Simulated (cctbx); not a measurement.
**A disordered crystal of nominal Ce4In16Co3**

Cell a = 6.5020 Å, b = 6.5020 Å, c = 11.7790 Å, α = 90.00°, β = 90.00°, γ = 90.00°; space group P4/mmm (no. 123); nominal formula Ce4In16Co3.

Simulated single-crystal data (cctbx): Cu Kα, λ = 1.54184 Å, to d = 0.83 Å, 70 % of the full sphere, strongest reflection 40000 counts, noise from counting, a 4 % proportional error and a noise floor of 8 counts (s.d.); no absorption, and some extinction, which the refinements don't model.

With every site full:

```text
Rint 0.038, 320 unique reflections to 0.83 A
cycle     R1     wR2    GooF  max shift (A)
   1  0.1109  0.2441   8.295   0.00179
   2  0.0187  0.0437   1.484   0.00000
final R1 0.0187 wR2 0.0437 GooF 1.484  parameters 25  data/parameter 12.8
atom        x        y        z      Ueq    occ   su(xyz)  su(Uiso or U11)
Ce1    0.00000  0.50000  0.19341   0.0078  1.000  0.00005  0.0003
In2    0.00000  0.00000  0.21540   0.0018  1.000  0.00008  0.0003
In3    0.50000  0.50000  0.19363   0.0052  1.000  0.00007  0.0003
In4    0.27810  0.72190  0.00000   0.0054  1.000  0.00008  0.0002
In5    0.75100  0.24900  0.38432   0.0059  1.000  0.00005  0.0002
Co1    0.00000  0.00000  0.00000   0.0072  1.000  0.00000  0.0009
Co2    0.00000  0.50000  0.50000   0.0059  1.000  0.00000  0.0010
difference map: max 1.46 min -2.02 rms 0.33
Q1    0.0000  0.0000  0.2477    2    1.47  0.38 A from In2
Q2    0.5000  0.5000  0.3056    2    0.99  1.32 A from In3
Q3    0.2749  0.5000  0.1881    8    0.91  1.47 A from In3
Q4    0.2820  0.5000  0.3917    8    0.81  1.65 A from In5
Q5    0.0000  0.1305  0.5000    4    0.79  2.25 A from In5
Q6    0.0690  0.2202  0.1897   16    0.73  1.53 A from In2
```

With the occupancies of the suspect sites free, each still typed as its main element:

```text
Rint 0.038, 320 unique reflections to 0.83 A
cycle     R1     wR2    GooF  max shift (A)
   1  0.0638  0.1471   5.016   0.00029
   5  0.0156  0.0319   1.086   0.00001
final R1 0.0157 wR2 0.0318 GooF 1.086  parameters 27  data/parameter 11.9
atom        x        y        z      Ueq    occ   su(xyz)  su(Uiso or U11)
Ce1    0.00000  0.50000  0.19340   0.0065  0.975  0.00004  0.0003
In2    0.00000  0.00000  0.21541   0.0041  1.043  0.00006  0.0003
In3    0.50000  0.50000  0.19366   0.0053  1.000  0.00005  0.0002
In4    0.27806  0.72194  0.00000   0.0054  1.000  0.00005  0.0002
In5    0.75099  0.24901  0.38432   0.0060  1.000  0.00003  0.0002
Co1    0.00000  0.00000  0.00000   0.0072  1.000  0.00000  0.0007
Co2    0.00000  0.50000  0.50000   0.0059  1.000  0.00000  0.0007
su of occupancy Ce1: 0.003
su of occupancy In2: 0.004
difference map: max 0.96 min -1.89 rms 0.31
Q1    0.5000  0.5000  0.3068    2    0.99  1.33 A from In3
Q2    0.5000  0.5000  0.5000    1    0.96  2.68 A from In5
Q3    0.2685  0.5000  0.1900    8    0.92  1.51 A from In3
Q4    0.2844  0.5000  0.3959    8    0.85  1.65 A from In5
Q5    0.0000  0.1355  0.5000    4    0.81  2.24 A from In5
Q6    0.0000  0.2866  0.2399    8    0.76  1.49 A from Ce1
```

**Question.** What is the disorder?

X-rays count electrons. Ce1 refines to 0.975(0.003), or 56.5 electrons; the site truly holds 0.8 Ce and 0.2 In, 56.2 electrons, which is 0.969 of Ce; In2 refines to 1.043(0.004), or 51.1 electrons; the site truly holds 0.6 In and 0.4 Ce, 52.6 electrons, which is 1.073 of In. A value under 1 can't tell vacancies from a lighter guest, and one over 1 needs a heavier guest; chemistry or a second radiation must settle which. Occupancy correlates with U and the scale, and the two elements' form factors differ in shape, so the match is approximate.

Freeing them takes R1 from 0.0187 to 0.0157 and GooF from 1.48 to 1.09.

The model was made for the exercise: a known structure type with other elements put in, its volume estimated, not relaxed; displacement parameters are assumed.

[Middle refinement cycles are left out of these outputs.]

[Logs are printed without paths, hosts, clocks, repeated set-up lines and the standing remarks that a program may print on its own settings, such as how far it seeks lower states.]
